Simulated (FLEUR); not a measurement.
# Cr: cost and accuracy of the basis cutoff, part 2 of 2

Aim: see how far the moments and order energies of Cr move with the basis cutoff, and what each rung costs.

FLEUR MaX-R8.1; PBEsol; all-electron FLAPW, Dirac cores, scalar-relativistic bands.

So far, largest spin moment in the muffin-tin sphere (μB): step 2 (rung 1 (Kmax 2.16 1/bohr), start ferro ++) 0.0686; step 3 (rung 1 (Kmax 2.16 1/bohr), start antiferro +-) 1.25; step 5 (rung 2 (Kmax 2.7 1/bohr), start antiferro +-) 1.80; step 7 (rung 3 (Kmax 3.24 1/bohr), start antiferro +-) 1.67; step 9 (rung 4 (Kmax 3.78 1/bohr), start antiferro +-) 1.66.

### Step 10. Rung 5 (Kmax 4.32 1/bohr), start ferro ++

Input file inp.xml:

```
<?xml version="1.0" encoding="UTF-8" standalone="no"?>
<fleurInput fleurInputVersion="0.39">
   <comment>
      Cr
   </comment>
   <calculationSetup>
      <cutoffs Kmax="4.32" Gmax="13.0" GmaxXC="13.0" numbands="0"/>
      <scfLoop itmax="90" minDistance="0.00002" maxIterBroyd="15" imix="Anderson" alpha="0.05" precondParam="0.0" spinf="2.0" sdNocoIR="T"/>
      <coreElectrons ctail="T" frcor="F" kcrel="0" coretail_lmax="0"/>
      <xcFunctional name="PBEs" relativisticCorrections="F"/>
      <magnetism jspins="2"/>
      <soc l_soc="F" theta="0.0" phi="0.0" spav="F"/>
      <expertModes spex="0" secvar="F"/>
      <geometryOptimization l_f="F" forcealpha="1.0" forcemix="BFGS" epsdisp="0.00001" epsforce="0.00001"/>
      <ldaU l_linMix="F" mixParam="0.05" spinf="1.0"/>
   </calculationSetup>
   <cell>
      <bzIntegration valenceElectrons="28.0" mode="hist" fermiSmearingEnergy="0.00183747">
         <kPointListSelection listName="default-1"/>
         <xi:include xmlns:xi="http://www.w3.org/2001/XInclude" href="kpts.xml"> </xi:include>
      </bzIntegration>
      <xi:include xmlns:xi="http://www.w3.org/2001/XInclude" href="sym.xml"> </xi:include>
      <bulkLattice scale="1.0">
         <bravaisMatrix>
            <row-1>    5.6104066726405621     0.0000000000000000     0.0000000000000000</row-1>
            <row-2>    0.0000000000000000     5.6104066726405621     0.0000000000000000</row-2>
            <row-3>    0.0000000000000000     0.0000000000000000     5.6104066726405621</row-3>
         </bravaisMatrix>
      </bulkLattice>
   </cell>
   <atomSpecies>
      <species name="Chromium (2.500" element="Cr" atomicNumber="24">
         <mtSphere radius="2.37" gridPoints="783" logIncrement="0.015"/>
         <atomicCutoffs lmax="8" lnonsphr="6"/>
         <electronConfig flipSpins="F">
            <coreConfig>(1s1/2) (2s1/2) (2p1/2) (2p3/2)</coreConfig>
            <valenceConfig>(3s1/2) (3p1/2) (3p3/2) (4s1/2) (3d3/2) (3d5/2)</valenceConfig>
            <stateOccupation state="(4s1/2)" spinUp="0.5" spinDown="0.5"/>
            <stateOccupation state="(3d3/2)" spinUp="1.0" spinDown="1.0"/>
            <stateOccupation state="(3d5/2)" spinUp="2.75" spinDown="0.25"/>
         </electronConfig>
         <energyParameters s="4" p="4" d="3" f="4"/>
         <lo type="SCLO" l="0" n="3" eDeriv="0"/>
         <lo type="SCLO" l="1" n="3" eDeriv="0"/>
      </species>
   </atomSpecies>
   <atomGroups>
      <atomGroup species="Chromium (2.500">
         <relPos label="                   1">.0000000000 .0000000000 .0000000000</relPos>
         <force calculate="T" relaxXYZ="TTT"/>
      </atomGroup>
      <atomGroup species="Chromium (2.500">
         <relPos label="                   2">1.000/2.000 1.000/2.000 1.000/2.000</relPos>
         <force calculate="T" relaxXYZ="TTT"/>
      </atomGroup>
   </atomGroups>
   <output dos="F" band="F" slice="F">
      <bandDOS minEnergy="-.5*Htr" maxEnergy="0.5*Htr" sigma="0.015" storeEVData="T"/>
      <plotting iplot="0" polar="F">
         <plot TwoD="T" vec1="  1.0  0.0  0.0" vec2="  0.0  1.0  0.0" vec3="  0.0  0.0  1.0" zero="  0.0  0.0  0.0" file="plot"/>
      </plotting>
      <moessbauerParams electricFieldGradient="F" isomerShift="F" coreHyperfine="F" valenceHyperfine="F"/>
   </output>
</fleurInput>
```

Input file crystal.txt:

```
Cr
&input film=F cartesian=F /
2.96889935510  0.00000000000  0.00000000000
0.00000000000  2.96889935510  0.00000000000
0.00000000000  0.00000000000  2.96889935510
1.8897261246
1.0 1.0 1.0

2
24 0.00000000000  0.00000000000  0.00000000000 : 2.500
24 0.50000000000  0.50000000000  0.50000000000 : 2.500

&kpt div1=10 div2=10 div3=10 gamma=T /
```

Command:

```console
OMP_NUM_THREADS=1 inpgen -f crystal.txt > inpgen.log  # inp.xml is then edited as shown
OMP_NUM_THREADS=1 mpirun -n 4 fleur_MPI > fleur.log
```

Elapsed: 22 s, on 4 MPI ranks of Arm Neoverse V1, shared host; peak memory 0.2 GiB.

Read from the output:

* free energy: -57134.9177 eV
* program's band gap on this mesh (in a metal only a level spacing): 4.44e-4 eV
* final state: non-magnetic

After 25 cycles the seed has died away: no moment is left.

### Step 11. Rung 5 (Kmax 4.32 1/bohr), start antiferro +-

Edit inp.xml of step 10 so:

```diff
@@ -45,2 +45,16 @@
       </species>
+      <species name="Chromium (-2.500" element="Cr" atomicNumber="24">
+         <mtSphere radius="2.37" gridPoints="783" logIncrement="0.015"/>
+         <atomicCutoffs lmax="8" lnonsphr="6"/>
+         <electronConfig flipSpins="F">
+            <coreConfig>(1s1/2) (2s1/2) (2p1/2) (2p3/2)</coreConfig>
+            <valenceConfig>(3s1/2) (3p1/2) (3p3/2) (4s1/2) (3d3/2) (3d5/2)</valenceConfig>
+            <stateOccupation state="(4s1/2)" spinUp="0.5" spinDown="0.5"/>
+            <stateOccupation state="(3d3/2)" spinUp="1.0" spinDown="1.0"/>
+            <stateOccupation state="(3d5/2)" spinUp="0.25" spinDown="2.75"/>
+         </electronConfig>
+         <energyParameters s="4" p="4" d="3" f="4"/>
+         <lo type="SCLO" l="0" n="3" eDeriv="0"/>
+         <lo type="SCLO" l="1" n="3" eDeriv="0"/>
+      </species>
    </atomSpecies>
@@ -51,3 +65,3 @@
       </atomGroup>
-      <atomGroup species="Chromium (2.500">
+      <atomGroup species="Chromium (-2.500">
          <relPos label="                   2">1.000/2.000 1.000/2.000 1.000/2.000</relPos>
```

Edit crystal.txt of step 10 so:

```diff
@@ -10,3 +10,3 @@
 24 0.00000000000  0.00000000000  0.00000000000 : 2.500
-24 0.50000000000  0.50000000000  0.50000000000 : 2.500
+24 0.50000000000  0.50000000000  0.50000000000 : -2.500
```

Wall time 20 s (4 MPI ranks); peak memory 0.2 GiB; 79 s of CPU time.

This step gave:

- free energy: -57135.0402 eV
- program's band gap on this mesh (in a metal only a level spacing): 5.10e-9 eV
- magnetization: 0 μB
- final state: antiferromagnetic
- largest moment: 1.654 μB

This start lies -61.3 meV a seeded atom from the first, a change of -0.0 meV since rung 4; its largest moment is 1.65 μB.

### Step 12. The rungs together

Ladder, by row:

```
rung  Kmax (1/bohr)  state from the first start  state from the second start  second less first (meV a seeded atom)  moment, first (μB)  moment, second (μB)  CPU time (s), all starts
   1           2.16                non-magnetic            antiferromagnetic                                  42.97             0.06863                1.247                     81.54
   2            2.7                non-magnetic            antiferromagnetic                                  -64.6                   0                1.799                     73.74
   3           3.24                non-magnetic            antiferromagnetic                                 -58.81                   0                1.672                     87.94
   4           3.78                non-magnetic            antiferromagnetic                                 -61.24                   0                 1.66                     122.5
   5           4.32                non-magnetic            antiferromagnetic                                 -61.28                   0                1.654                       166
```

### Step 13. Summary of results

- range of the moment in the table, second start: 1.25 to 1.80 μB
- range of CPU time: 74 s to 2.8 min
- range of the energy difference: -64.6 to 43.0 meV a seeded atom
- first rung from which all stay within 3.1 meV of the last, moments within 0.06 μB: 3

What this shows: From rung 3 on the result stays within 2.5 meV of the last rung, inside the margin of 3.1 meV (5 % of the last value, 2 meV at least; moments within 0.06 μB), at 53 % of the last rung's cost. The sign of the difference changes along the ladder, so the order that comes out lowest hangs on the rung. Differences are of free energies, so a wide smearing enters them.

[Logs and program files are shortened in this print: banners, set-up blocks, solver, clock and traceback lines can be left out without a mark of their own.]

[Logs are printed without paths, hosts, clocks, repeated set-up lines and the standing remarks that a program may print on its own settings, such as how far it seeks lower states.]

[Hosts, paths, dates, database ids (printed as entryN), source tags and the programs' standing remarks are cut or masked in the printed files.]

[Where a cell is said to come from a database of computed structures, the database is the Materials Project.]
